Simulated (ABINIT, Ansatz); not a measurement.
Computed results, one entry a study.

```
How the form of the self-energy moves the gap of GaN (P6_3mc)
1.0
     3.18000    0.00000    0.00000
    -1.59000    2.75396    0.00000
     0.00000    0.00000    5.16600
Ga N
2 2
Direct
  0.33333 0.66667 0.00000
  0.66667 0.33333 0.50000
  0.33333 0.66667 0.37500
  0.66667 0.33333 0.87500
# method: RPA screening on PBE, plane waves, norm-conserving pseudopotentials (and 3 further levels or steps)
# program: ABINIT 10.8.3
# settings: cutoff 45 Ha, PseudoDojo scalar-relativistic 0.4 stringent, norm-conserving, ngkpt (6, 6, 4), nband 144, ecuteps 6.5 Ha, inclvkb 2, shiftk (0, 0, 0), symchi 1, awtr 1, frequency ppm, 6×6×4 k-mesh
# cost: 6 runs, 33 min in all on 4 MPI ranks of Intel Xeon Platinum 8259CL at 2.50GHz (Skylake/Cascade Lake), shared host
# notes: The database entry behind the starting cell differs from other determinations of this structure. The program’s warnings: nkpt*nsppol () is not a multiple of nproc spkpt (). The cell and positions come from the Crystallography Open Database and are kept as given unless a step says otherwise. Limits: no spin-orbit coupling.
# G0W0, Godby-Needs plasmon pole: 2.868 eV
# G0W0, Hybertsen-Louie plasmon pole: 3.017 eV
# G0W0, Engel-Farid plasmon pole: 2.858 eV
# one-shot Hartree-Fock: 9.555 eV
# known limits: short of the basis limit; no spin-orbit coupling
```

[Long decimals in the printed logs are rounded to 6 places.]

[Logs are printed without paths, hosts, clocks, repeated set-up lines and the standing remarks that a program may print on its own settings, such as how far it seeks lower states.]

[Paths, hosts, dates, memory and timing lines, banners, echoed tables and standing remarks are left out of the program output; an Ansatz launch command may be rebuilt from the run's recorded settings. Measured values are a selection of at most five: reports struck by readers or far from the other reports are left out. None is set beside runs whose start may be inverted or whose files or cutoffs have a known fault.]

[Runs of the session that timed out or met a known fault of the program may be left out.]

[Hosts, paths, dates, database ids (printed as entryN), source tags and the programs' standing remarks are cut or masked in the printed files.]

[G0W0 gaps are taken among the corrected bands and points alone; a level outside them can change the order at an edge.]

[Where Ansatz stands beside ABINIT at settings called matched, ABINIT's density can come from a denser mesh and the files from another edition; pairs whose starting gaps differed by over 0.03 eV were left out, so agreement reads better than it is.]
